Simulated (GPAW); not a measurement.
# Work function of 1T-VClI monolayer at several levels, part 2 of 2

Aim: the work function of both faces of 1T-VClI monolayer, and its spread over functionals and bases. Where a layer proves gapped, the work function hangs on where the smearing puts the Fermi level, and the band edges take its place.

GPAW 26.7.0; GPAW, PAW setups; layer in a repeated cell with vacuum, relaxation of atoms and in-plane cell (the session's first sound run).

So far, upper work function (eV): step 3 (plane waves, PBE) 4.26; step 4 (RPBE) 4.17; step 5 (revPBE) 4.17; step 6 (GPAW, PAW setups) 4.62.

### 7. OptPBE vdW: xc = "optPBE-vdW"

Level of this step: GPAW, PAW setups; slab in vacuum (GPAW).

The same geometry under optPBE-vdW, to see how far the functional moves the levels against the vacuum (the van der Waals functionals take revPBE setups).

run.py

```python
import json
import numpy as np
from ase import Atoms
from gpaw import GPAW, PW

slab = Atoms(
    ['I', 'V', 'Cl'],
    positions=[
        [1.94992, 1.12578, 9.00000],
        [0.00000, -0.00000, 10.68191],
        [-0.00000, 2.25158, 11.90836]],
    cell=[[3.89984, -0.0, 0.0], [-1.94992, 3.37736, 0.0], [0.0, 0.0, 20.9084]],
    pbc=[True, True, False],
    magmoms=[0.0, 1.0, 0.0])

slab.calc = GPAW(mode=PW(400), xc='optPBE-vdW', kpts={'size': (9, 9, 1), 'gamma': True},
                 occupations={'name': 'fermi-dirac', 'width': 0.05}, nbands='160%',
                 convergence={'density': 1e-05}, maxiter=200,
                 poissonsolver={'dipolelayer': 'xy'},
                 symmetry={'tolerance': 1e-3}, txt='slab.txt')
result = {}
energy = slab.get_potential_energy()
fermi = slab.calc.get_fermi_level()
v = slab.calc.get_electrostatic_potential().mean((0, 1)) - fermi
n = slab.calc.get_pseudo_density().mean((0, 1))
L = slab.cell[2, 2]
z = np.arange(len(v)) * L / len(v)
low, high = slab.positions[:, 2].min(), slab.positions[:, 2].max()
below, above = np.interp([low - 6.8, high + 6.8], z, v)
slopes = [np.interp(x, z, np.gradient(v, z)) for x in (low - 6.8, high + 6.8)]
eps = np.array([[slab.calc.get_eigenvalues(k, s) for k in range(len(slab.calc.get_ibz_k_points()))]
                for s in range(slab.calc.get_number_of_spins())]) - fermi
top, bottom = eps[eps < 0].max(), eps[eps > 0].min()
dipole = slab.get_dipole_moment()[2]
print(f'energy {energy:.4f} eV, Fermi level {fermi:.4f} eV, dipole {dipole:.5f} e A')
print(f'potential 6.8 A off the faces, from the Fermi level: lower {below:.4f} eV, upper {above:.4f} eV')
print(f'slope of the potential there: lower {slopes[0]:.5f}, upper {slopes[1]:.5f} eV/A')
print(f'nearest levels on the mesh: {top:.4f} and {bottom:.4f} eV')
print('magnetic moment', round(slab.get_magnetic_moment(), 3))
result.update(energy=energy, fermi=fermi, dipole=dipole, below=below, above=above, slopes=slopes, edges=[top, bottom],
              z=z.tolist(), v=v.tolist(), n=n.tolist(), positions=slab.positions.tolist(),
              forces=slab.get_forces(apply_constraint=False).tolist(), moments=slab.get_magnetic_moments().tolist())
json.dump(result, open('result.json', 'w'))
```

On the command line:

```bash
OMP_NUM_THREADS=1 OPENBLAS_NUM_THREADS=1 python run.py
```

What it wrote:

```text
energy -42.9998 eV, Fermi level -1.3800 eV, dipole -0.04016 e A
potential 6.8 A off the faces, from the Fermi level: lower 3.9424 eV, upper 4.4956 eV
slope of the potential there: lower -0.00004, upper 0.00003 eV/A
nearest levels on the mesh: -0.6163 and 0.5878 eV
magnetic moment 3.0
```

The job ended after 2.9 min (1 thread of Intel Xeon Platinum 8259CL at 2.50GHz (Skylake/Cascade Lake), shared host; peak memory 0.44 GiB).

Numbers from this step:

```yaml
dipole_along_the_normal: -0.04016 e·Å
levels_nearest_the_fermi_level_on_the_mesh: -0.6163, 0.5878 eV from the Fermi level
upper_work_function: 4.496 eV
lower_work_function: 3.942 eV
site_moments: -0.03790, 2.553, -0.006487 μB
upper_ionisation_energy: 5.112 eV
sum_of_the_site_moments: 2.509 μB
```

The highest filled level lies 0.616 eV under the Fermi level, so the ionisation energy from the upper face is 4.496 + 0.616 = 5.112 eV, against 4.851 eV in the base run.

### 8. Self-consistent run: xc = "LDA"

The same geometry under LDA, to see how far the functional moves the levels against the vacuum.

run.py, as its differences from that of step 7:

```diff
@@ -15,3 +15,3 @@
 
-slab.calc = GPAW(mode=PW(400), xc='optPBE-vdW', kpts={'size': (9, 9, 1), 'gamma': True},
+slab.calc = GPAW(mode=PW(400), xc='LDA', kpts={'size': (9, 9, 1), 'gamma': True},
                  occupations={'name': 'fermi-dirac', 'width': 0.05}, nbands='160%',
```

What it wrote:

```text
energy -15.4002 eV, Fermi level -1.4434 eV, dipole -0.04324 e A
potential 6.8 A off the faces, from the Fermi level: lower 3.9280 eV, upper 4.5234 eV
slope of the potential there: lower -0.00004, upper 0.00003 eV/A
nearest levels on the mesh: -0.3916 and 0.3509 eV
magnetic moment 3.0
```

The job ended after 77 s (1 thread; peak memory 0.26 GiB).

This step gave:

* dipole along the normal: -0.04324 e·Å
* levels nearest the Fermi level on the mesh: -0.3916, 0.3509 eV from the Fermi level
* upper work function: 4.523 eV
* lower work function: 3.928 eV
* site moments: -0.03903, 2.523, -0.01033 μB
* upper ionisation energy: 4.915 eV
* sum of the site moments: 2.473 μB

Electrostatic potential energy of an electron (without an applied field's), less the Fermi level, planar mean against z:

```csv
z (Å),"electrostatic potential energy of an electron (without an applied field's), less the Fermi level, planar mean (eV)"
0.0,4.23
0.5,3.93
1.0,3.93
1.5,3.93
2.0,3.93
2.5,3.93
3.0,3.93
3.5,3.93
4.0,3.93
4.5,3.93
5.0,3.93
5.5,3.93
6.0,3.92
6.5,3.89
7.0,3.77
7.5,3.22
8.0,0.877
8.5,-7.64
9.0,-17.9
9.5,-8.81
10.0,-3.85
10.5,-8.27
11.0,-7.29
11.5,-7.25
12.0,-11.7
12.5,-0.373
13.0,3.59
13.5,4.35
14.0,4.49
14.5,4.52
15.0,4.52
15.5,4.52
16.0,4.52
16.5,4.52
17.0,4.52
17.5,4.52
18.0,4.52
18.5,4.52
19.0,4.52
19.5,4.52
20.0,4.52
20.5,4.51
```

The highest filled level lies 0.392 eV under the Fermi level, so the ionisation energy from the upper face is 4.523 + 0.392 = 4.915 eV, against 4.851 eV in the base run.

### 9. Real-space grid: mode = "fd"

A real-space grid is a second complete basis, so it checks the plane-wave result.

run.py, as its differences from that of step 8:

```diff
@@ -3,3 +3,3 @@
 from ase import Atoms
-from gpaw import GPAW, PW
+from gpaw import GPAW
 
@@ -15,3 +15,3 @@
 
-slab.calc = GPAW(mode=PW(400), xc='LDA', kpts={'size': (9, 9, 1), 'gamma': True},
+slab.calc = GPAW(mode='fd', h=0.18, xc='PBE', kpts={'size': (9, 9, 1), 'gamma': True},
                  occupations={'name': 'fermi-dirac', 'width': 0.05}, nbands='160%',
```

What it wrote:

```text
energy -14.1075 eV, Fermi level -3.9733 eV, dipole -0.04156 e A
potential 6.8 A off the faces, from the Fermi level: lower 3.6878 eV, upper 4.2588 eV
slope of the potential there: lower 0.00000, upper 0.00000 eV/A
nearest levels on the mesh: -0.5944 and 0.5661 eV
magnetic moment 3.0
```

Elapsed: 5.5 min, on 1 thread; peak memory 0.76 GiB.

Numbers from this step:

- dipole along the normal: -0.04156 e·Å
- levels nearest the Fermi level on the mesh: -0.5944, 0.5661 eV from the Fermi level
- upper work function: 4.259 eV
- lower work function: 3.688 eV
- site moments: -0.03809, 2.534, -0.006894 μB
- upper ionisation energy: 4.853 eV
- sum of the site moments: 2.489 μB

Table of electrostatic potential energy of an electron (without an applied field's), less the Fermi level, planar mean by z:

```csv
z (Å),"electrostatic potential energy of an electron (without an applied field's), less the Fermi level, planar mean (eV)"
0,3.97
1,3.69
2,3.69
3,3.69
4,3.69
5,3.69
6,3.68
7,3.53
8,0.617
9,-18.2
10,-4.16
11,-7.62
12,-12.1
13,3.33
14,4.22
15,4.26
16,4.26
17,4.26
18,4.26
19,4.26
20,4.26
```

The highest filled level lies 0.594 eV under the Fermi level, so the ionisation energy from the upper face is 4.259 + 0.594 = 4.853 eV, against 4.851 eV in the base run.

### 10. Atomic orbitals: mode = "lcao"

Atom-centred orbitals end a few angstrom from the surface, which tests how much the density's tail matters.

run.py, as its differences from that of step 9:

```diff
@@ -15,4 +15,4 @@
 
-slab.calc = GPAW(mode='fd', h=0.18, xc='PBE', kpts={'size': (9, 9, 1), 'gamma': True},
-                 occupations={'name': 'fermi-dirac', 'width': 0.05}, nbands='160%',
+slab.calc = GPAW(mode='lcao', basis='dzp', h=0.18, xc='PBE', kpts={'size': (9, 9, 1), 'gamma': True},
+                 occupations={'name': 'fermi-dirac', 'width': 0.05}, nbands='120%',
                  convergence={'density': 1e-05}, maxiter=200,
```

What it wrote:

```text
energy -13.2941 eV, Fermi level -3.7311 eV, dipole -0.06308 e A
potential 6.8 A off the faces, from the Fermi level: lower 3.2978 eV, upper 4.1644 eV
slope of the potential there: lower 0.00000, upper 0.00000 eV/A
nearest levels on the mesh: -0.5995 and 0.5729 eV
magnetic moment 3.0
```

It took 3.1 min on 1 thread; peak memory 0.35 GiB.

Numbers from this step:

```yaml
dipole_along_the_normal: -0.06308 e·Å
levels_nearest_the_fermi_level_on_the_mesh: -0.5995, 0.5729 eV from the Fermi level
upper_work_function: 4.164 eV
lower_work_function: 3.298 eV
site_moments: -0.03858, 2.565, -0.01229 μB
upper_ionisation_energy: 4.764 eV
sum_of_the_site_moments: 2.514 μB
```

Electrostatic potential energy of an electron (without an applied field's), less the Fermi level, planar mean against z:

```csv
z (Å),"electrostatic potential energy of an electron (without an applied field's), less the Fermi level, planar mean (eV)"
0,3.73
1,3.30
2,3.30
3,3.30
4,3.30
5,3.30
6,3.30
7,3.21
8,0.416
9,-18.5
10,-4.52
11,-7.87
12,-12.3
13,3.26
14,4.14
15,4.16
16,4.16
17,4.16
18,4.16
19,4.16
20,4.16
```

The highest filled level lies 0.600 eV under the Fermi level, so the ionisation energy from the upper face is 4.164 + 0.600 = 4.764 eV, against 4.851 eV in the base run.

### 11. All levels side by side

Times are for 1 thread of Intel Xeon Platinum 8259CL at 2.50GHz (Skylake/Cascade Lake), shared host. Results by setting:

```csv
no.,run,upper ionisation energy (eV),time,memory (GiB)
1,pw,4.851,92 s,0.27
2,RPBE,4.804,2.1 min,0.27
3,revPBE,4.790,99 s,0.27
4,vdW DF2,5.329,2.4 min,0.44
5,optPBE vdW,5.112,2.9 min,0.44
6,LDA,4.915,77 s,0.26
7,fd,4.853,5.5 min,0.76
8,lcao,4.764,3.1 min,0.35
```

### 12. Side by side

Results and costs are gathered.

This step: comparison of work functions, dipole and cost (GPAW 26.7.0).

Ladder, by row:

```csv
step,code,"work function, upper (eV)","work function, lower (eV)",dipole (e Å),wall time (s),peak memory (GiB),threads
pw,GPAW,4.256,3.685,-0.04145,92.45,0.27,1
RPBE,GPAW,4.172,3.609,-0.04087,123.7,0.27,1
revPBE,GPAW,4.167,3.605,-0.0408,99.22,0.27,1
vdW-DF2,GPAW,4.623,4.065,-0.04052,141.5,0.44,1
optPBE-vdW,GPAW,4.496,3.942,-0.04016,171.9,0.44,1
LDA,GPAW,4.523,3.928,-0.04324,77.23,0.26,1
fd,GPAW,4.259,3.688,-0.04156,329.4,0.76,1
lcao,GPAW,4.164,3.298,-0.06308,183.3,0.35,1
```

### 13. What came out

- work function, upper and lower face (Fermi level placed in the gap by the smearing): 4.256 and 3.685 eV
- ionisation energy from the upper face (highest filled level on the mesh): 4.85 eV
- electron affinity from the upper face (lowest empty Kohn-Sham level on the mesh): 3.69 eV
- dipole along the normal: -0.0415 e Å

In words: With plane waves and PBE the ionisation energy from the upper face is 4.85 eV and the Kohn-Sham electron affinity 3.69 eV. The two faces differ by 0.57 eV, the step that the slab's dipole makes (e p/(ε0 A) gives 0.57 eV), so the dipole layer is needed. The levels nearest the Fermi level on the mesh lie 1.16 eV apart, so the slab is gapped there: the smearing puts the Fermi level inside the gap, and from either face the ionisation energy is the work function plus 0.59 eV. Both are Kohn-Sham levels on the mesh, and semilocal gaps are too small, so the affinity tends to come out too large and the ionisation energy too small. Work functions of a gapped slab move with the place of the Fermi level in the gap; over the runs without a planted fault the highest filled level on the mesh lies 4.76 (lcao) to 5.33 eV (vdW-DF2) under the upper vacuum level. The starting lattice was a guess from atomic radii; the relaxation moved it by 3 %. With elements this heavy, spin-orbit coupling can move band edges by tenths of an eV. The relaxation of atoms and cell ran in a fully periodic cell without the dipole layer, so the atoms of this polar layer felt a small spurious field. One magnetic start was tried; another order may lie lower. The layer's cell and atoms come from the relaxation; spin-orbit coupling and temperature are left out.

[Logs are printed without paths, hosts, clocks, repeated set-up lines and the standing remarks that a program may print on its own settings, such as how far it seeks lower states.]

[Hosts, paths, dates, database ids (printed as entryN), source tags and the programs' standing remarks are cut or masked in the printed files.]
